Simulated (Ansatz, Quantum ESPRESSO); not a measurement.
# CoSi2(111): the work function at a withheld member of a series

How the rows were computed: Quantum ESPRESSO 7.5, PBE, GBRV ultrasoft. Symmetric 1×1 slabs with 16 Å of vacuum in the starting cell; the two outer layers of each face relax in a periodic cell and the inner ones are held; a run under open boundaries (ESM, bc1) then gives the work function. Cold smearing of 0.02 Ry, one mesh for all thicknesses. The slabs take the lattice constants of the bulk relaxed by the same program. The series steps the number of trilayers.

```
number of trilayers  work function (eV)
        2 trilayers              5.1173
        3 trilayers              5.1175
        4 trilayers              4.9932
        5 trilayers              5.0850
        6 trilayers              5.0650
```

One more run was made and is withheld. What is the work function at 7 trilayers?

By hand: The rows at 5 trilayers and 6 trilayers give a slope of (5.0650 − (5.0850))/(6 − (5)) = −0.02, so a straight line gives 5.0450 eV. A parabola through these and the row at 4 trilayers gives 4.9332 eV.

What the calculation gave: 5.0509 eV. The line misses by −0.0059 and the parabola by −0.1177 eV. The line does better here.

Caveats: Unreconstructed faces. One mesh, so part of the swing with thickness is sampling.

[Logs are printed without paths, hosts, clocks, repeated set-up lines and the standing remarks that a program may print on its own settings, such as how far it seeks lower states.]
